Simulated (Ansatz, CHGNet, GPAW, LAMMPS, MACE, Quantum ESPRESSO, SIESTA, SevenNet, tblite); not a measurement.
## Finding the fault: GPAW, glassy 43SiO2-29B2O3-14K2O-14Al2O3 (mol %) (81 atoms)

Program: GPAW 26.7.0, a calculation on a cell of 9 Si, 12 B, 6 K, 6 Al and 48 O, 13.4 Å³ an atom.

File run.py:

```python
import numpy as np
from ase.io import read
from gpaw import GPAW, FermiDirac

atoms = read("structure.xyz")
atoms.calc = GPAW(
    mode="lcao",
    basis="dzp",
    h=0.18,
    xc="PBE96",
    kpts={"size": (1, 1, 1), "gamma": True},
    occupations=FermiDirac(0.05),
    maxiter=60,
    symmetry={"point_group": False},
    txt="gpaw.txt",
)
energy = atoms.get_potential_energy(force_consistent=True)
forces = atoms.get_forces()
print(f"energy {energy:.6f} eV")
print("forces (eV/A)")
for i, (a, f) in enumerate(zip(atoms, forces)):
    print(f"{i:4d} {a.symbol:2s} {f[0]:10.5f} {f[1]:10.5f} {f[2]:10.5f}")
print(f"Fermi level {atoms.calc.get_fermi_level():.4f} eV")
for k in range(len(atoms.calc.get_ibz_k_points())):
    for s in range(atoms.calc.get_number_of_spins()):
        e = atoms.calc.get_eigenvalues(kpt=k, spin=s)
        n = np.searchsorted(e, atoms.calc.get_fermi_level())
        print(f"k {k} spin {s} levels about the Fermi level:", np.round(e[max(n - 6, 0):n], 4).tolist(), "|", np.round(e[n:n + 6], 4).tolist())
```

File structure.xyz:

```xyz
81
Lattice="10.27958 0.00000 0.00000 0.00000 10.27958 0.00000 0.00000 0.00000 10.27958" Properties=species:S:1:pos:R:3 pbc="T T T"
Si 8.88197 0.45066 7.38207
Si 8.62375 4.56557 3.87664
Si 5.33582 1.21176 5.56763
Si 4.89195 1.65974 8.51930
Si 10.19477 0.15861 10.18377
Si 7.24803 7.08685 0.04389
Si 2.84971 3.86122 9.22603
Si 5.69221 1.98427 1.18380
Si 6.40613 8.60236 2.58367
B 2.92547 6.71133 5.90952
[... 67 atom lines left out ...]
O 3.90655 0.36842 8.67597
O 5.61923 1.77796 7.09055
O 6.73292 8.20074 1.08234
O 0.31342 7.74751 5.80837
```

Launch:

```
> OMP_NUM_THREADS=1 python run.py > output.txt
```

What it wrote:

```text
ValueError: not enough values to unpack (expected 2, got 1)
NameError: Unknown functional: PBE96.
```

gpaw.txt:

```text
Input parameters:
  mode=LCAO(),
  basis={'default': 'dzp'},
  h=0.18,
  kpts=MonkhorstPack(size=(1, 1, 1), gamma=True),
  maxiter=60,
  occupations=Occupations(name='fermi-dirac', width=0.05, fixmagmom=False),
  symmetry=Symmetry(point_group=False),
  xc=XC(name='PBE96')
timing:  # [seconds]
  Total: 0.031  # ━━━━━━━━━━━━━━━━━━━━━━━━━━━━━━━━━━━━━━━━━━━━━━━━━━━━━━━━━━━
  Init:  0.010  # ━━━━━━━━━━━━━━━━━━╸
```

It took 1.3 s on 1 thread of Arm Neoverse V1, shared host; peak memory 0.11 GiB.

Banners, paths, timers and routine set-up lines are dropped from the logs unmarked, and long logs keep their key lines alone; longer cuts are marked.

**Question.** Which part of the input is at fault, and how is it mended?

An unknown functional: functional PBE96.

The program stopped at the start.

[Also dropped from logs without a mark: logging warnings of Python, and SIESTA's first energy breakdown and zero terms.]

[Logs are printed without paths, hosts, clocks, repeated set-up lines and the standing remarks that a program may print on its own settings, such as how far it seeks lower states.]

[Hosts, paths, dates, database ids (printed as entryN), source tags and the programs' standing remarks are cut or masked in the printed files.]
